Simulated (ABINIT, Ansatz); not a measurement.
# Quasiparticle gap of CdF2 (Fm-3m) in ABINIT, part 3 of 3

Wanted: ground state, empty states, screening and self-energy for CdF2 (Fm-3m).

ABINIT 10.8.3; PBE and many-body steps on it, plane waves. Known limits of the many-body steps: not at the basis limit; d shell near the gap, gap tends to lie low; no spin-orbit coupling; coarse k mesh.

So far. Step 4 (Empty states on the mesh, 4×4×4 mesh, 141 bands): On this mesh the gap is 3.124 eV. Step 5 (Screening, 4×4×4 mesh, 133 bands, screening to 217.7 eV): Local fields lower ε∞ by 6 %. On a Γ-centred mesh this coarse the value itself is usually too large, while a short band sum pulls it down.

## 6. Self-energy, 4×4×4 mesh, 133 bands, screening to 217.7 eV

The self-energy is evaluated for the states that the input lists, and the levels follow from it, in one-shot runs by the linearised quasiparticle equation.

This step: G0W0 on PBE, plane waves, norm-conserving pseudopotentials.

Input file run.abi:

```
acell 3*1.0 Angstrom
rprim 
  0.000000000000 2.694000000000 2.694000000000
  2.694000000000 -0.000000000000 2.694000000000
  2.694000000000 2.694000000000 -0.000000000000
ntypat 2
znucl 48 9
natom 3
typat 1 2 2
xred 
  0.000000000000 0.000000000000 0.000000000000
  0.250000000000 0.250000000000 0.250000000000
  0.750000000000 0.750000000000 0.750000000000
pp_dirpath "pseudos"
pseudos "Cd.upf, F.upf"
ecut 47
ngkpt 4 4 4
nshiftk 1
shiftk 0 0 0
kptopt 1
chksymbreak 0
istwfk *1
occopt 1
irdwfk 1
optdriver 4
nband 133
gwcalctyp 0
ecutsigx 47
symsigma 1
nkptgw 2
kptgw 
  -0.2500000000 0.5000000000 0.2500000000
  0.0000000000 0.0000000000 0.0000000000
bdgw 
  16 19
  15 21
ecuteps 8
irdscr 1
ppmodel 1
indata_prefix "in"
outdata_prefix "out"
tmpdata_prefix "tmp"
```

On the command line:

```console
> OMP_NUM_THREADS=1 mpirun -n 4 abinit run.abi > log
```

Numbers of over 12 decimals in the logs are rounded to 6 here.

Log:

```text
.Version 10.8.3 of ABINIT. v10.8.2 released Aug 2026.

 Symmetries : space group Fm -3 m (#225); Bravais cF (face-center cubic)
[... echo of the input left out ...]
== DATASET  1 ==================================================================
-   mpi_nproc: 4, omp_nthreads: 1 (-1 if OMP is not activated)

--- !DatasetInfo
iteration_state: {dtset: 1, }
dimensions: {natom: 3, nkpt: 8, mband: 133, nsppol: 1, nspinor: 1, nspden: 1, mpw: 4092, }
cutoff_energies: {ecut:  47.0, pawecutdg:  -1.0, }
electrons: {nelect:   3.40000000E+01, charge:   0.00000000E+00, occopt:   1.00000000E+00, tsmear:   1.00000000E-02, }

 SIGMA: Calculation of the GW corrections

 Based on a program developped by R.W. Godby, V. Olevano, G. Onida, and L. Reining.
 Incorporated in ABINIT by V. Olevano, G.-M. Rignanese, and M. Torrent.
.Using double precision arithmetic ; gwpc =  8

[... cell and pseudopotentials left out ...]
--------------------------------------------------------------------------------

 ==== K-mesh for the wavefunctions ====
 Number of points in the irreducible wedge :     8
[... list of points left out ...]
 Together with 48 symmetry operations and time-reversal symmetry
 yields    64 points in the full Brillouin Zone.

 ==== Q-mesh for screening function ====
 Number of points in the irreducible wedge :     8
[... list of points left out ...]
 Together with 48 symmetry operations and time-reversal symmetry
 yields    64 points in the full Brillouin Zone.

 vcoul_init : cutoff-mode = AUXILIARY_FUNCTION
 q-points for optical limit:   1
     1)      0.000010    0.000020    0.000030
 setmesh: FFT mesh size selected  =    45x   45x   45
          total number of points  =        91125

 Number of electrons calculated from density =   34.0000; Expected =   34.0000
 average of density, n =  0.128843
 r_s =    1.2282
 omega_plasma =   34.6246 [eV]

 === KS Band Gaps ===
  >>>> For spin  1
   Minimum direct gap =   3.6194 [eV], located at k-point      :   0.0000  0.0000  0.0000
   Fundamental gap    =   3.1240 [eV], Top of valence bands at :  -0.2500  0.5000  0.2500
                                       Bottom of conduction at :   0.0000  0.0000  0.0000
 SIGMA fundamental parameters:
 PLASMON POLE MODEL  1
 number of plane-waves for SigmaX                 4015
 number of plane-waves for SigmaC and W            283
 number of plane-waves for wavefunctions          4015
 number of bands                                   133
 number of independent spin polarizations            1
 number of spinorial components                      1
 number of k-points in IBZ                           8
 number of q-points in IBZ                           8
 number of symmetry operations                      48
 number of k-points in BZ                           64
 number of q-points in BZ                           64
 number of frequencies for dSigma/dE                 9
 frequency step for dSigma/dE [eV]                0.25
 number of omega for Sigma on real axis              0
 max omega for Sigma on real axis  [eV]           0.00
 zcut for avoiding poles [eV]                     0.10

 EPSILON^-1 parameters (SCR file):
 dimension of the eps^-1 matrix on file            283
 dimension of the eps^-1 matrix used               283
 number of plane-waves for wavefunctions          4015
 number of bands                                   133
 number of q-points in IBZ                           8
 number of frequencies                               2
 number of real frequencies                          1
 number of imag frequencies                          1

 matrix elements of self-energy operator (all in [eV])

 Perturbative Calculation

--- !SelfEnergy_ee
iteration_state: {dtset: 1, }
kpoint     : [  -0.250,    0.500,    0.250, ]
spin       : 1
KS_gap     :    8.101
QP_gap     :   11.351
Delta_QP_KS:    3.250
data: !SigmaeeData |
     Band     E0 <VxcDFT>   SigX SigC(E0)      Z dSigC/dE  Sig(E)    E-E0       E
       16   2.536 -23.138 -30.563   5.700   0.793  -0.262 -24.505  -1.367   1.169
       17   3.135 -24.392 -31.575   5.514   0.803  -0.246 -25.731  -1.339   1.796
       18  11.236 -16.752 -10.745  -3.771   0.855  -0.170 -14.841   1.911  13.147
       19  14.664 -10.958  -6.360  -3.502   0.871  -0.148 -10.004   0.954  15.618

--- !SelfEnergy_ee
iteration_state: {dtset: 1, }
kpoint     : [   0.000,    0.000,    0.000, ]
spin       : 1
KS_gap     :    3.619
QP_gap     :    6.112
Delta_QP_KS:    2.492
data: !SigmaeeData |
     Band     E0 <VxcDFT>   SigX SigC(E0)      Z dSigC/dE  Sig(E)    E-E0       E
       15   2.640 -24.993 -32.322   5.358   0.816  -0.226 -26.600  -1.607   1.032
       16   2.640 -24.993 -32.322   5.358   0.816  -0.226 -26.600  -1.607   1.032
       17   2.640 -24.993 -32.322   5.358   0.816  -0.226 -26.600  -1.607   1.032
       18   6.259 -12.403  -7.938  -3.453   0.874  -0.144 -11.518   0.885   7.144
       19  15.876 -10.202  -4.669  -4.280   0.876  -0.142  -9.105   1.097  16.973
       20  15.876 -10.202  -4.669  -4.280   0.876  -0.142  -9.105   1.097  16.973
       21  15.876 -10.202  -4.669  -4.280   0.876  -0.142  -9.105   1.097  16.973

== END DATASET(S) ==============================================================
================================================================================

 -outvars: echo values of variables after computation  --------
           etotal      0.0000000000E+00
            nband         133
             nkpt           8
          spgroup         225
 [... the other variables as echoed above ...]

 Calculation completed.
```

Wall time 16 s (4 MPI ranks of Arm Neoverse V2, shared host); peak memory 1.2 GiB; 62 s of CPU time.

This step gave:

* G0W0 gap on the points computed: 5.348 eV
* starting gap on the mesh: 3.124 eV
* k of the valence top: -0.25, 0.5, 0.25
* k of the conduction bottom: 0, 0, 0
* Z at the valence top: 0.803
* Z at the conduction bottom: 0.874
* least direct G0W0 gap on the computed points: 6.112 eV

The gap on the mesh goes from 3.12 eV to 5.35 eV, a correction of +2.22 eV.

Limits: finite bands, cutoff and mesh; d shell near the gap, gap tends to lie low; no spin-orbit coupling; coarse k mesh. v1 is the top filled band, c1 the lowest empty one. Levels before and after the correction, in eV, zero at the valence-band top of each column:

```
           conduction bottom  valence top
Kohn-Sham               3.12         0.00
     G0W0               5.35         0.00
```

```
                         level  energy (eV)
Kohn-Sham  (-0.25 0.5 0.25) v2       -0.599
Kohn-Sham  (-0.25 0.5 0.25) v1        0.000
Kohn-Sham  (-0.25 0.5 0.25) c1        8.101
Kohn-Sham  (-0.25 0.5 0.25) c2       11.529
Kohn-Sham              Γ v3-v1       -0.495
Kohn-Sham                 Γ c1        3.124
Kohn-Sham              Γ c2-c4       12.741
     G0W0  (-0.25 0.5 0.25) v2       -0.627
     G0W0  (-0.25 0.5 0.25) v1        0.000
     G0W0  (-0.25 0.5 0.25) c1       11.351
     G0W0  (-0.25 0.5 0.25) c2       13.822
     G0W0              Γ v3-v1       -0.764
     G0W0                 Γ c1        5.348
     G0W0              Γ c2-c4       15.177
```

## 7. Where the time went

Times are wall times on 4 MPI ranks of Arm Neoverse V2, shared host, good to a factor of about two.

```
                          step  time  share  memory (GiB)
                  ground state  13 s    8 %          0.37
bands along the symmetry lines  19 s   11 %          0.36
      empty states on the mesh  75 s   45 %           3.8
                     screening  44 s   26 %           1.3
                   self-energy  16 s    9 %           1.2
```

## 8. Summary of results

```json
{
  "PBE gap": "3.12 eV, indirect",
  "G0W0 gap on the mesh": "5.35 eV",
  "GW settings": "4×4×4 mesh, 133 bands, screening to 217.7 eV, Godby-Needs plasmon pole",
  "known limits": "not at the basis limit; d shell near the gap, gap tends to lie low; no spin-orbit coupling; coarse k mesh"
}
```

In words: G0W0 moves the gap on the mesh from 3.12 eV to 5.35 eV (+2.22 eV), with Z of 0.80 and 0.87 at the edges. Local fields lower the RPA ε∞ on this mesh from 2.92 to 2.74; a Γ-centred mesh this coarse tends to raise both, most where the direct gap is narrow, while a short band sum lowers them. Only 2 of the mesh's irreducible points were corrected, so a valley elsewhere could overtake. The dearest step here is «empty states on the mesh». Bands and cutoff are finite, so the gap is not at the basis limit. The miss can reach some tenths of an eV and take either sign; the mesh is an error of its own. In the G0W0 run levels were corrected at 2 k points alone, so a gap called «on the mesh» is the least over those, and an edge elsewhere would be missed. The 4×4×4 mesh is coarse for this cell, which bears on the long-range parts of exchange and screening. A d shell, filled or nearly so, lies near the gap. One-shot GW converges very slowly in bands there, not always from below, and on a semilocal start the gap tends to come out low; starts rich in exact exchange can overshoot instead. The many-body steps are scalar-relativistic: spin-orbit coupling is not in them.

[Paths, hosts, dates, memory and timing lines, banners, echoed tables and standing remarks are left out of the program output.]

[Logs are printed without paths, hosts, clocks, repeated set-up lines and the standing remarks that a program may print on its own settings, such as how far it seeks lower states.]

[Runs of the session that timed out or met a known fault of the program may be left out.]

[Hosts, paths, dates, database ids (printed as entryN), source tags and the programs' standing remarks are cut or masked in the printed files.]

[G0W0 gaps are taken among the corrected bands and points alone; a level outside them can change the order at an edge.]

[Where Ansatz stands beside ABINIT at settings called matched, ABINIT's density can come from a denser mesh and the files from another edition; pairs whose starting gaps differed by over 0.03 eV were left out, so agreement reads better than it is.]
